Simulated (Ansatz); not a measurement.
## Phonons of YTe (Fm-3m) against volume

Does YTe (Fm-3m) expand much on heating, by its phonons?

Method: DFT PBEsol, scalar-relativistic, plane waves, PAW; PAW set soft_1, in Ansatz 0.2.0.

The database entry behind the starting cell differs from later determinations by our own check (0.1 to 0.3 % short, probably kX units), so it need not match the best structure at ambient conditions.

### Step 1. The starting structure

Symmetry: Fm-3m, No. 225, cubic system. Conventional cell: a = 6.079 Å, b = 6.079 Å, c = 6.079 Å, α = 90.00°, β = 90.00°, γ = 90.00°. Nearest to Y lie 6 Te at 3.04 Å. Te has 6 Y at 3.04 Å nearest. Farther neighbours and most contacts between anions are not listed.

### Step 2. Phonons on a q mesh

The cell comes from relaxations at this level that are not shown. Stability and thermal properties need the whole zone. Linear response on a 4×4×4 q mesh gives force constants as far as a supercell of that size would.

input.yaml reads:

```yaml
crystal:
  lattice:
    - [0.0, 3.0396212723, 3.0396212723]
    - [3.0396212723, 0.0, 3.0396212723]
    - [3.0396212723, 3.0396212723, 0.0]
  atoms:
    - { symbol: "Y", position: [0.5, 0.5, 0.5] }
    - { symbol: Te, position: [0.0, 0.0, 0.0] }
kpoints:
  mp_grid: { grid: [12, 12, 12] }
hamiltonian:
  xc: pbesol
  pseudopotentials: { kind: paw, azcp: { folder: soft_1 }, xc_functional: pbe }
scf:
  occupations: { method: methfessel_paxton, width: 0.2 }
output:
  eigenvalues: true
phonons:
  method: dfpt
  qmesh: [4, 4, 4]
  temperatures: { t_max: 1000, t_step: 50 }
  qpath:
    path:
      - [[0.0, 0.0, 0.0], [0.5, 0.0, 0.5], [0.625, 0.25, 0.625]]
      - [[0.375, 0.375, 0.75], [0.0, 0.0, 0.0], [0.5, 0.5, 0.5], [0.5, 0.25, 0.75], [0.5, 0.0, 0.5]]
    npoints: 10
```

Run with:

```bash
$ ansatz run input.yaml --threads 4 --pin off --max-ram 10240MiB --backend cpu --events-out ev --progress --plain --runs-dir out
```

Numbers of over 12 decimals in the logs are rounded to 6 here.

Output:

```text
Engine: ansatz 0.2.0, aarch64-unknown-linux-gnu
Pseudopotentials: kind: paw
Pseudopotential: Y, paw, valence charge 11, recommended cutoff 420 eV (normal), soft_1/Y.paw.azcp
Pseudopotential: Te, paw, valence charge 16, recommended cutoff 420 eV (normal), soft_1/Te.paw.azcp
Functional definition: PBEsol
  exchange = pbesol_x
  correlation = pbesol_c
Crystal: 2 atoms, lattice volume = 56.168 Å³
Basis set: ecut = 420 eV, 1067 PW (Γ), exchange–correlation on 60×60×60 points (8 copies of the dense FFT grid, shifted against one another)
Bands: 18, of which v1, the nominal top of the filled ones, is band 14 counted from 1 (13 counted from 0)
Symmetry: 48 space group operations
k-points: 72 of 1728
Non-local potential: Y, projectors of the file, l = 0: 3, l = 1: 2, l = 2: 2, l = 3: 1
Non-local potential: Te, projectors of the file, l = 0: 2, l = 1: 2, l = 2: 2, l = 3: 1
PAW form: soft (Blöchl's): semilocal exchange-correlation on the pseudo side does not see the compensation charge
PAW frozen core: Y, regenerated for the run's functional, and the local potential with it (the file was generated under x = pbe(κ = 0.804, μ = 0.219515), c = pbe(β = 0.066725))
PAW frozen core: Te, regenerated for the run's functional, and the local potential with it (the file was generated under x = pbe(κ = 0.804, μ = 0.219515), c = pbe(β = 0.066725))
PAW one-centre angular grid: Y, 590 points (default); XC on 64 Gauss nodes
PAW one-centre angular grid: Te, 590 points (default); XC on 64 Gauss nodes
Initial density: superposition of atomic densities (chi_scale 0.1, normalization cell, long waves kept (reshape's long-wave potential 0.00 eV rms))
Initial wavefunctions: pseudopotential atomic-orbital guess
Functional: x = pbesol(κ = 0.804, μ = 0.123457), c = pbesol(β = 0.046)
SCF iter   1: F=—  HF=-10699.809216 eV  |F-HF|=—  |Δ(HF+E_count)|=         —  Δρ=3.17e-2  dr2=1.08e0  ethr=3.10e-3  ⟨swp⟩=6.7  Hψ=16052  notcnv=0
automatic band count: the SCF goes on with 22 bands, as 18 were too few: the levels above may hold too much charge
preconditioner: auto → Kerker (q_TF=auto, 2.415 Å⁻¹)  [metal: Δε(μ)=0.054 eV  Ē_g=9.338 eV  σ=0.200 eV  W_gap=0.22  n_scr=14 (ndim 8)  ℏωp=14.9 eV  f_vac=0.000  D(μ)=0.95/eV (n_scr^D=0)]
SCF iter   2: F=—  HF=-10699.512260 eV  |F-HF|=—  |Δ(HF+E_count)|=   2.97e-1  S|Δr|=    0.00e0  Δρ=1.58e-2  dr2=2.44e-1  ethr=3.10e-3  ⟨swp⟩=2.0  Hψ=2547  notcnv=0  defer=171
SCF iter   3: F=—  HF=-10699.452129 eV  |F-HF|=—  |Δ(HF+E_count)|=   6.01e-2  S|Δr|=    0.00e0  Δρ=2.95e-3  dr2=4.20e-3  ethr=9.03e-4  ⟨swp⟩=2.2  Hψ=2228  notcnv=0  defer=171
SCF iter   4: F=—  HF=-10699.453152 eV  |F-HF|=—  |Δ(HF+E_count)|=   1.02e-3  S|Δr|=    0.00e0  Δρ=8.16e-4  dr2=5.51e-4  ethr=1.55e-5  ⟨swp⟩=2.7  Hψ=2699  notcnv=0  defer=171
SCF iter   5: F=—  HF=-10699.453082 eV  |F-HF|=—  |Δ(HF+E_count)|=   6.95e-5  S|Δr|=    0.00e0  Δρ=2.19e-4  dr2=4.67e-5  ethr=2.04e-6  ⟨swp⟩=1.8  Hψ=1589  notcnv=0  defer=171
SCF iter   6: F=—  HF=-10699.453079 eV  |F-HF|=—  |Δ(HF+E_count)|=   3.29e-6  S|Δr|=    0.00e0  Δρ=4.27e-5  dr2=1.51e-6  ethr=1.73e-7  ⟨swp⟩=2.0  Hψ=1677  notcnv=0  defer=171
SCF iter   7: F=—  HF=-10699.453080 eV  |F-HF|=—  |Δ(HF+E_count)|=   1.19e-6  S|Δr|=    0.00e0  Δρ=9.99e-6  dr2=5.00e-8  ethr=5.59e-9  ⟨swp⟩=2.0  Hψ=1914  notcnv=0  defer=171
SCF iter   8: F=—  HF=-10699.453080 eV  |F-HF|=—  |Δ(HF+E_count)|=   2.12e-8  S|Δr|=    0.00e0  Δρ=1.84e-6  dr2=1.46e-9  ethr=1.85e-10  ⟨swp⟩=2.0  Hψ=2206  notcnv=0  defer=171
SCF iter   9: F=—  HF=-10699.453080 eV  |F-HF|=—  |Δ(HF+E_count)|=  7.82e-10  S|Δr|=    0.00e0  Δρ=2.68e-7  dr2=2.63e-11  ethr=5.42e-12  ⟨swp⟩=2.2  Hψ=1976  notcnv=0  defer=171
SCF iter  10: F=-10699.453080 eV  HF=-10699.453080 eV  |F-HF|=3.64e-12  |Δ(HF+E_count)|=  7.28e-12  S|Δr|=    0.00e0  Δρ=6.08e-8  dr2=1.38e-12  ethr=1.00e-12  ⟨swp⟩=13.2  Hψ=9360  notcnv=0
SCF 1 converged in 10 iterations: F = -10699.453080 eV  dr2 = 1.38e-12
  greatest PAW one-centre occupation: 0.998 electrons in one spin orbital (limit 2), on the Te atom at site 1 (counted from 0), in its partial waves of l = 2
phonons: the bands overlap, so this run is a metal and interpolates without the dipole-dipole term. If the crystal is really an insulator or semiconductor, its LO-TO splitting is missing
NSCF: frozen V_eff on 72 k-points
WARN: eigensolver did not converge in 2 slots of this pass, the one above among them; of largest residual over every band (k=0): 1 band(s) unlocked (lowest unlocked band 21, counted from 0; max residual 2.63e-5 eV among the unlocked bands, 2.63e-5 eV over every band); of lowest unlocked band (k=0): band 21
NSCF: frozen V_eff on 163 k-points
DFPT response loops at q = (0, 0, 0) (fractional): preconditioner auto → Kerker (q_TF=auto, 2.415 Å⁻¹) (partly filled bands, converged f_vac=0.000); β = 1.00, the filter's whole step (`scf.mixing.beta` (0.50) is not read by the response loops under this deck's `scf.mixing.preconditioner`; to damp them name `kerker` or `kerker_dos`, under which they read `scf.mixing.beta`, and type it under 1.00, their step now; both keys bind the ground state too); Broyden in place of MSR1
NSCF: frozen V_eff on 1872 k-points
DFPT response loops at q = (0, 0, 0.25) (fractional): mixed as the last ones told, above
NSCF: frozen V_eff on 952 k-points
DFPT response loops at q = (0, 0, -0.5) (fractional): mixed as the last ones told, above
NSCF: frozen V_eff on 1020 k-points
DFPT response loops at q = (0, 0.25, 0.25) (fractional): mixed as the last ones told, above
NSCF: frozen V_eff on 3456 k-points
DFPT response loops at q = (0, 0.25, -0.5) (fractional): mixed as the last ones told, above
NSCF: frozen V_eff on 1872 k-points
DFPT response loops at q = (0, 0.25, -0.25) (fractional): mixed as the last ones told, above
NSCF: frozen V_eff on 560 k-points
DFPT response loops at q = (0, -0.5, -0.5) (fractional): mixed as the last ones told, above
NSCF: frozen V_eff on 1020 k-points
DFPT response loops at q = (0.25, -0.5, -0.25) (fractional): mixed as the last ones told, above
SCF converged after 10 iterations
Stability not checked: this state was not tested for a lower state beside it, because cold or Methfessel-Paxton smearing, or corrected tetrahedra, fill the levels in a way that the test cannot read (fill_not_monotonic; see scf.lower_state_search)
Free energy (F): -10699.453080 eV
Harris-Foulkes:  -10699.453080 eV  (|F-HF|=3.64e-12)
Internal energy: -10699.456739 eV  (E = F + TS)
E sigma→0 (E₀):  -10699.453995 eV
Entropy (-TS):   0.003659 eV (1.830 meV/atom)
Fermi energy:    12.331599 eV
--- Per-component energies (eV) ---
  E_band       = -326.673516
  E_kinetic    = 491.810192
  E_local      = -2089.460835  (includes V_loc(G=0)·N_el)
  E_nonlocal   = 98.400467
  E_hartree    = 961.538284
  E_xc         = -300.030935
  E_vxc        = -308.714998  (∫ρ·V_xc dr)
  E_paw        = -7360.841396  (= ΣΔE_a)
  E_vpaw       = -441.784969  (= ΣTr[D̂ρ^β])
  E_aug_tail   = 0.000108  (compensation charges beyond the density's cutoff)
  E_ewald      = -2501.396208
  E_core_change = 0.523585  (= ΣΔE_core)
  E_smearing   = 0.003659  (= −TS)
  E_closure    = 0.000000  (closes the sum)
  Σ components = -10699.453080   (vs F -10699.453080, Δ=0.00e0)
--- Band table (eV; the first three rows and the last of 72) ---
  k-point 0: bands = [... 10 lower, 10.1329, 10.1329, 10.1329, 12.0393, 12.0393, 12.0393, 12.6655, 12.6655, ... 4 higher]
  k-point 1: bands = [... 10 lower, 9.5904, 9.8625, 9.8625, 12.1633, 12.1633, 12.1870, 13.0195, 13.0195, ... 4 higher]
  k-point 2: bands = [... 10 lower, 8.5756, 9.3419, 9.3419, 12.3419, 12.4429, 12.4429, 13.8693, 13.8693, ... 4 higher]
  k-point 71: bands = [... 10 lower, 7.6491, 7.6491, 7.7101, 13.1209, 13.1209, 13.8157, 14.9164, 15.0014, ... 4 higher]
--- Phonons (Γ-DFPT): 2 representative perturbations + reference (Σ response iterations 6) ---
  ASR residual: 6.520e-5 → 0.000e0 eV/Å²; symmetrization residual: 1.498e-5 eV/Å²
  ASR residual per site (eV/Å²): 1.73e-5 6.52e-5
  Γ frequencies (cm⁻¹): 0.00 0.00 0.00 177.34 177.34 177.34
--- Phonons (arbitrary-q DFPT): 8 irreducible q on the 4×4×4 mesh ---
  q = [0.0000, 0.0000, 0.0000] (star 1, of the zone-centre solve; hermiticity 4.94e-6, symmetrization 1.96e-11): -0.00 0.00 0.00 177.34 177.34 177.34
  q = [0.0000, 0.0000, 0.2500] (star 8, 2 solved perturbations on 936 of 1728 k-point pairs; hermiticity 7.90e-6, symmetrization 8.56e-12): 67.16 67.16 77.22 163.40 164.06 164.06
  q = [0.0000, 0.0000, -0.5000] (star 4, 2 solved perturbations on 476 of 1728 k-point pairs; hermiticity 1.76e-13, symmetrization 7.61e-12): 83.01 120.66 120.66 124.63 124.63 135.68
  q = [0.0000, 0.2500, 0.2500] (star 6, 4 solved perturbations in 1608 linear systems a pass and spin channel, the states on 510 of 1728 k-point pairs; hermiticity 3.34e-6, symmetrization 7.25e-13): 30.69 30.69 113.57 129.55 178.27 178.27
  q = [0.0000, 0.2500, -0.5000] (star 24, 4 solved perturbations in 5328 linear systems a pass and spin channel, the states on 1728 of 1728 k-point pairs; hermiticity 1.06e-5, symmetrization 7.64e-14): 43.07 70.80 73.62 159.59 161.40 163.38
  q = [0.0000, 0.2500, -0.2500] (star 12, 4 solved perturbations in 2892 linear systems a pass and spin channel, the states on 936 of 1728 k-point pairs; hermiticity 6.26e-6, symmetrization 4.06e-12): 36.44 99.02 114.41 124.83 131.80 175.42
  q = [0.0000, -0.5000, -0.5000] (star 3, 4 solved perturbations in 886 linear systems a pass and spin channel, the states on 280 of 1728 k-point pairs; hermiticity 6.59e-6, symmetrization 1.17e-12): -21.08 32.58 32.58 173.21 175.00 175.00
  q = [0.2500, -0.5000, -0.2500] (star 6, 4 solved perturbations in 1544 linear systems a pass and spin channel, the states on 510 of 1728 k-point pairs; hermiticity 5.58e-7, symmetrization 4.00e-12): 26.95 26.95 98.12 127.54 173.58 173.58
  sum rule: each row above includes the acoustic sum rule's correction from the zone centre's row sums; it moved no ω² by more than (0.37 cm⁻¹)²
  mesh force constants: q→R imaginary residual 6.20e-18; ASR residual 6.520e-5 → 0.000e0 eV/Å²; symmetrization residual 6.217e-15 eV/Å²
  interpolated dispersion: 62 rows × 6 modes
  density of states and harmonic sums: on the 20×20×20 q-mesh, interpolated from the force constants of a 4×4×4 supercell (no non-analytic term)
  largest difference from the sums on the solved wave vectors: F 4.75e-3 eV, S 5.91e-6 and C_V 1.44e-6 eV/K
  zero-point energy: 0.041477 eV/cell   skipped modes (ω ≤ 0): 34, of them read as no rigid motion or as one in doubt: 31 (1.069e-1 modes/cell left out, lowest -28.30 cm⁻¹)   left out of the sums: 1.79e-2 of the cell's modes: C_V's classical limit lies that fraction below 3 k_B per atom; for a crystal, a wire or a layer, F and S can be off by more, and a phonons.interpolated_qmesh denser along its periods is the remedy for the sampling
```

It took 6.3 min on 4 threads of Arm Neoverse V1, shared host; peak memory 4.1 GiB.

Numbers from this step:

```yaml
volume_per_atom: 28.08 Å³
gap_on_the_k_mesh: 0 eV
sum_rule_residual_before_enforcement: 6.52e-5 eV/Å²
lowest_frequency_on_the_path: -28.30 cm⁻¹
point_group: m-3m
highest_frequency_on_the_path_or_at_a_solved_wavevector: 178.4 cm⁻¹
highest_optical_mode_at_the_zone_centre_no_lo_to_term: 177.3 cm⁻¹
lowest_optical_zone_centre_mode: 177.3 cm⁻¹
lowest_mode_on_the_q_mesh_acoustic_modes_at_gamma_apart: -21.08 cm⁻¹
```

Frequencies (cm⁻¹) solved at each irreducible wavevector; negative means imaginary. Frequencies by wavevector, by row:

| q in reciprocal lattice units | star | mode 1 | mode 2 | mode 3 | mode 4 | mode 5 | mode 6 |
| --- | --- | --- | --- | --- | --- | --- | --- |
| 0 0 0 | 1 | 0 | 0 | 0 | 177.3 | 177.3 | 177.3 |
| 0 0 0.25 | 8 | 67.2 | 67.2 | 77.2 | 163.4 | 164.1 | 164.1 |
| 0 0 -0.5 | 4 | 83 | 120.7 | 120.7 | 124.6 | 124.6 | 135.7 |
| 0 0.25 0.25 | 6 | 30.7 | 30.7 | 113.6 | 129.6 | 178.3 | 178.3 |
| 0 0.25 -0.5 | 24 | 43.1 | 70.8 | 73.6 | 159.6 | 161.4 | 163.4 |
| 0 0.25 -0.25 | 12 | 36.4 | 99 | 114.4 | 124.8 | 131.8 | 175.4 |
| 0 -0.5 -0.5 | 3 | -21.1 | 32.6 | 32.6 | 173.2 | 175 | 175 |
| 0.25 -0.5 -0.25 | 6 | 26.9 | 26.9 | 98.1 | 127.5 | 173.6 | 173.6 |

Symmetry leaves 8 wavevectors to solve. The lowest mode among them, the acoustic zeros apart, lies at q = (0, -0.5, -0.5) and is imaginary, 21.1i cm⁻¹, so the energy falls along it. Between them the interpolated path dips to 28i cm⁻¹.

### Step 3. Relaxing at another volume, volume ratio 0.97

The volume is scaled by 0.97 and held; symmetry leaves nothing to relax, so this is a single point. The modes can then be followed against volume.

input.yaml, the sections that differ from step 2:

```yaml
crystal:
  lattice:
    - [0.0, 3.0089159279, 3.0089159279]
    - [3.0089159279, 0.0, 3.0089159279]
    - [3.0089159279, 3.0089159279, 0.0]
  atoms:
    - { symbol: "Y", position: [0.5, 0.5, 0.5] }
    - { symbol: Te, position: [0.0, 0.0, 0.0] }
output:
  forces: true
  stress: true
  eigenvalues: true
# kpoints, hamiltonian, scf: as in step 2
# phonons: removed
```

Output:

```text
[...]
Crystal: 2 atoms, lattice volume = 54.483 Å³
Basis set: ecut = 420 eV, 1067 PW (Γ), exchange–correlation on 60×60×60 points (8 copies of the dense FFT grid, shifted against one another)
Bands: 18, of which v1, the nominal top of the filled ones, is band 14 counted from 1 (13 counted from 0)
Symmetry: 48 space group operations
[...]
k-points: 72 of 1728
[...]
k-point 0: bands = [... 10 lower, 10.6007, 10.6007, 10.6007, 12.4434, 12.4434, 12.4434, 13.1086, 13.1086, ... 4 higher]
  k-point 1: bands = [... 10 lower, 10.0383, 10.3093, 10.3093, 12.5734, 12.5734, 12.6070, 13.4851, 13.4851, ... 4 higher]
  k-point 2: bands = [... 10 lower, 8.9919, 9.7586, 9.7586, 12.7785, 12.8632, 12.8632, 14.3772, 14.3772, ... 4 higher]
  k-point 71: bands = [... 10 lower, 8.0301, 8.0301, 8.0818, 13.5769, 13.5769, 14.3416, 15.4492, 15.5791, ... 4 higher]
[key lines of the parts left out:]
SCF converged after 7 iterations
Free energy (F): -10699.441595 eV
Fermi energy:    12.756339 eV
P = ⅓ Tr σ = 2.2428 GPa (22.428 kbar)
```

The job ended after 1.5 s (4 threads; peak memory 0.39 GiB; 5.2 s of CPU time).

This step gave:

```
pressure        : 2.243 GPa
volume per atom : 27.24 Å³
```

The run ends at a pressure of 2.24 GPa.

### Step 4. Phonons at the other volume, volume ratio 0.97

The phonons are repeated at this volume on the same k and q meshes.

Edit input.yaml of step 3 so:

```diff
@@ -16,4 +16,11 @@
 output:
-  forces: true
-  stress: true
   eigenvalues: true
+phonons:
+  method: dfpt
+  qmesh: [4, 4, 4]
+  temperatures: { t_max: 1000, t_step: 50 }
+  qpath:
+    path:
+      - [[0.0, 0.0, 0.0], [0.5, 0.0, 0.5], [0.625, 0.25, 0.625]]
+      - [[0.375, 0.375, 0.75], [0.0, 0.0, 0.0], [0.5, 0.5, 0.5], [0.5, 0.25, 0.75], [0.5, 0.0, 0.5]]
+    npoints: 10
```

Output:

```text
[...]
Crystal: 2 atoms, lattice volume = 54.483 Å³
Basis set: ecut = 420 eV, 1067 PW (Γ), exchange–correlation on 60×60×60 points (8 copies of the dense FFT grid, shifted against one another)
Bands: 18, of which v1, the nominal top of the filled ones, is band 14 counted from 1 (13 counted from 0)
Symmetry: 48 space group operations
k-points: 72 of 1728
[...]
SCF iter   1: F=—  HF=-10699.803279 eV  |F-HF|=—  |Δ(HF+E_count)|=         —  Δρ=3.24e-2  dr2=1.09e0  ethr=3.10e-3  ⟨swp⟩=6.8  Hψ=16181  notcnv=0
[...]
SCF iter  10: F=-10699.441595 eV  HF=-10699.441595 eV  |F-HF|=1.82e-12  |Δ(HF+E_count)|=  3.64e-12  S|Δr|=    0.00e0  Δρ=5.56e-8  dr2=1.09e-12  ethr=1.00e-12  ⟨swp⟩=13.3  Hψ=9423  notcnv=0
SCF 1 converged in 10 iterations: F = -10699.441595 eV  dr2 = 1.09e-12
[...]
NSCF: frozen V_eff on 72 k-points
[...]
SCF converged after 10 iterations
[...]
Free energy (F): -10699.441595 eV
[...]
Internal energy: -10699.445306 eV  (E = F + TS)
E sigma→0 (E₀):  -10699.442523 eV
Entropy (-TS):   0.003711 eV (1.855 meV/atom)
Fermi energy:    12.756341 eV
[...]
--- Band table (eV; the first three rows and the last of 72) ---
  k-point 0: bands = [... 10 lower, 10.6007, 10.6007, 10.6007, 12.4434, 12.4434, 12.4434, 13.1087, 13.1087, ... 4 higher]
  k-point 1: bands = [... 10 lower, 10.0383, 10.3093, 10.3093, 12.5734, 12.5734, 12.6070, 13.4851, 13.4851, ... 4 higher]
  k-point 2: bands = [... 10 lower, 8.9919, 9.7586, 9.7586, 12.7785, 12.8632, 12.8632, 14.3772, 14.3772, ... 4 higher]
  k-point 71: bands = [... 10 lower, 8.0301, 8.0301, 8.0818, 13.5769, 13.5769, 14.3416, 15.4492, 15.5792, ... 4 higher]
[...]
ASR residual: 6.859e-5 → 0.000e0 eV/Å²; symmetrization residual: 1.818e-5 eV/Å²
  ASR residual per site (eV/Å²): 1.16e-5 6.86e-5
  Γ frequencies (cm⁻¹): 0.00 0.00 0.00 188.16 188.16 188.16
--- Phonons (arbitrary-q DFPT): 8 irreducible q on the 4×4×4 mesh ---
[...]
interpolated dispersion: 62 rows × 6 modes
[...]
```

Elapsed: 5.9 min, on 4 threads; peak memory 4 GiB; 23 min of CPU time.

This step gave:

* sum-rule residual before enforcement: 6.86e-5 eV/Å²
* lowest frequency on the path: -31.75 cm⁻¹
* highest frequency on the path or at a solved wavevector: 189.6 cm⁻¹
* highest optical mode at the zone centre (no LO-TO term): 188.2 cm⁻¹
* lowest optical zone-centre mode: 188.2 cm⁻¹
* lowest mode on the q mesh (acoustic modes at Γ apart): -24.86 cm⁻¹

Frequencies (cm⁻¹) solved at each irreducible wavevector; negative means imaginary. Frequencies by wavevector, by row:

| q in reciprocal lattice units | star | mode 1 | mode 2 | mode 3 | mode 4 | mode 5 | mode 6 |
| --- | --- | --- | --- | --- | --- | --- | --- |
| 0 0 0 | 1 | 0 | 0 | 0 | 188.2 | 188.2 | 188.2 |
| 0 0 0.25 | 8 | 71.4 | 71.4 | 81.3 | 173.5 | 173.9 | 173.9 |
| 0 0 -0.5 | 4 | 94.7 | 129 | 129 | 131.1 | 131.1 | 142.1 |
| 0 0.25 0.25 | 6 | 30.2 | 30.2 | 122.9 | 136.3 | 189.5 | 189.5 |
| 0 0.25 -0.5 | 24 | 47.6 | 74.4 | 77.4 | 170.3 | 171.9 | 173.7 |
| 0 0.25 -0.25 | 12 | 35.2 | 109.2 | 123 | 131.4 | 138.3 | 187 |
| 0 -0.5 -0.5 | 3 | -24.9 | 32.1 | 32.1 | 185.3 | 186.5 | 186.5 |
| 0.25 -0.5 -0.25 | 6 | 24.4 | 24.4 | 107.6 | 134 | 185.4 | 185.4 |

The highest optical mode at the zone centre (no LO-TO term) is 188.2 cm⁻¹, +10.8 cm⁻¹ against the base run.

### Step 5. Relaxing at another volume, volume ratio 1.03

The volume is scaled by 1.03 and held; symmetry leaves nothing to relax, so this is a single point. The modes can then be followed against volume.

input.yaml, the sections that differ from step 4:

```yaml
crystal:
  lattice:
    - [0.0, 3.0697184898, 3.0697184898]
    - [3.0697184898, 0.0, 3.0697184898]
    - [3.0697184898, 3.0697184898, 0.0]
  atoms:
    - { symbol: "Y", position: [0.5, 0.5, 0.5] }
    - { symbol: Te, position: [0.0, 0.0, 0.0] }
output:
  forces: true
  stress: true
  eigenvalues: true
# kpoints, hamiltonian, scf: as in step 4
# phonons: removed
```

Output:

```text
[...]
Crystal: 2 atoms, lattice volume = 57.853 Å³
Basis set: ecut = 420 eV, 1139 PW (Γ), exchange–correlation on 60×60×60 points (8 copies of the dense FFT grid, shifted against one another)
Bands: 18, of which v1, the nominal top of the filled ones, is band 14 counted from 1 (13 counted from 0)
Symmetry: 48 space group operations
[...]
k-points: 72 of 1728
[...]
k-point 0: bands = [... 10 lower, 9.6933, 9.6933, 9.6933, 11.6560, 11.6560, 11.6560, 12.2458, 12.2458, ... 4 higher]
  k-point 1: bands = [... 10 lower, 9.1685, 9.4416, 9.4416, 11.7744, 11.7744, 11.7891, 12.5795, 12.5795, ... 4 higher]
  k-point 2: bands = [... 10 lower, 8.1837, 8.9489, 8.9489, 11.9284, 12.0442, 12.0442, 13.3900, 13.3900, ... 4 higher]
  k-point 71: bands = [... 10 lower, 7.2920, 7.2920, 7.3604, 12.6890, 12.6890, 13.3193, 14.4111, 14.4560, ... 4 higher]
[key lines of the parts left out:]
SCF converged after 7 iterations
Free energy (F): -10699.442769 eV
Fermi energy:    11.929012 eV
P = ⅓ Tr σ = -1.9103 GPa (-19.103 kbar)
```

Run time: 1.6 s. Hardware: 4 threads; peak memory 0.39 GiB.

Numbers from this step:

```
pressure        : -1.910 GPa
volume per atom : 28.93 Å³
```

The run ends at a pressure of -1.91 GPa.

(Part 1 of 2 ends here.)

[Logs are printed without paths, hosts, clocks, repeated set-up lines and the standing remarks that a program may print on its own settings, such as how far it seeks lower states.]

[Hosts, paths, dates, database ids (printed as entryN), source tags and the programs' standing remarks are cut or masked in the printed files.]
